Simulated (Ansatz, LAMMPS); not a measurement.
# Settings and their price: aqueous K+ and SO4 2-, 2.4 mol of salt per kg of water at 280 K (155 atoms)

Density of this cell: 1.30 g/cm³. The cell holds 155 atoms: 55 O, 2 S, 94 H and 4 K. Cell: a = 11.515 Å, b = 11.515 Å, c = 11.515 Å, α = 90.0°, β = 90.0°, γ = 90.0°. 47 H2O, 4 K+, 2 SO4 2- placed at random, at 1.3 g/cm³; overlaps pushed apart, then 10 ps at 420 K with Joung-Cheatham ions (J. Phys. Chem. B 112, 9020 (2008)); MMFF94 bonds, angles, torsions, charges and radii (Halgren, J. Comput. Chem. 17, 490 (1996)) in harmonic and 12-6 forms; SPC/E water (Berendsen, Grigera and Straatsma, J. Phys. Chem. 91, 6269 (1987)); charges of ions scaled by 0.85. Snapshot after 20 ps at 280 K and fixed volume.

Geometry: as built.

Reference run: Kohn-Sham DFT, PBE+D3(BJ), PAW (set soft_2), plane waves (Ansatz 0.2.0), cutoff 750 eV, Γ point, fixed occupations.

```
r.m.s. force component                           : 0.6343 eV/Å
gap (highest filled to lowest empty level) : 3.998 eV
SCF cycles                                       : 9
time                                             : 12 s on 8 threads of Intel Xeon Platinum 8488C (Sapphire Rapids), shared host
```

**Question.** The same geometry is run again with each of these changes. How far do the results move, and how long does each run take?
- support functions medium
- support functions low
- support functions high
- support functions medium, radius 3.28 Å
- support functions medium, radius 3.55 Å
- support functions medium, radius 3.79 Å
- support functions medium, radius 4.06 Å
- support functions medium, radius 4.57 Å
- support functions medium, radius 5.07 Å

Differences are against the run with plane waves at 750 eV (Kohn-Sham DFT, PBE+D3(BJ), PAW (set soft_2), plane waves), whose r.m.s. force component is 0.634 eV/Å. Energies are set beside the reference only for runs with its functional, potentials and electron count. Times are for 8 threads of Intel Xeon Platinum 8488C (Sapphire Rapids), shared host.

| run | Δ force, r.m.s. (meV/Å) | share of r.m.s. force (%) | Δ energy (meV/atom) | Δ gap (eV) | cycles | time | host memory (GiB) |
| --- | --- | --- | --- | --- | --- | --- | --- |
| reference | - | - | - | - | 9 | 12 s | 4.2 |
| support functions medium | 2.05 | 0.324 | -0.794 | -1.0e-4 | 13 | 51 s | 4.6 |
| support functions low | 2.10 | 0.331 | -0.794 | 0.0014 | 11 | 44 s | 4.5 |
| support functions high | 1.74 | 0.274 | -0.825 | -1.0e-4 | 17 | 3.1 min | 10 |
| support functions medium, radius 3.28 Å | 2.09 | 0.330 | -0.794 | 0 | 13 | 49 s | 4.4 |
| support functions medium, radius 3.55 Å | 2.05 | 0.323 | -0.794 | -2.0e-4 | 13 | 52 s | 4.8 |
| support functions medium, radius 3.79 Å | 2.02 | 0.318 | -0.794 | 0 | 13 | 66 s | 5.3 |
| support functions medium, radius 4.06 Å | 2.01 | 0.317 | -0.794 | -1.0e-4 | 13 | 78 s | 5.8 |
| support functions medium, radius 4.57 Å | 2.05 | 0.324 | -0.794 | 0 | 13 | 1.8 min | 7.2 |
| support functions medium, radius 5.07 Å | 2.08 | 0.328 | -0.794 | 1.0e-4 | 13 | 2.6 min | 9.1 |

Among numerical settings the force difference runs from 1.7 meV/Å (support functions high) to 2.1 meV/Å (support functions low). At 155 atoms the fastest of the runs at a preset level, support functions low, takes 3.7 times the time of plane waves, in 11 SCF cycles against 9. Differences between support functions and plane waves include what basis error the plane-wave run still has. As the radius goes from 3.28 to 5.07 Å, the force difference goes from 2.1 to 2.1 meV/Å, and the time from 49 s to 2.6 min. 

[Logs are printed without paths, hosts, clocks, repeated set-up lines and the standing remarks that a program may print on its own settings, such as how far it seeks lower states.]

[Hosts, paths, dates, database ids (printed as entryN), source tags and the programs' standing remarks are cut or masked in the printed files.]

[The MMFF94 radii named for the starting cell were scaled by 0.96; in molecules described by MMFF94, hydrogen bound to N, O or S took a small fixed 12-6 site in their place.]
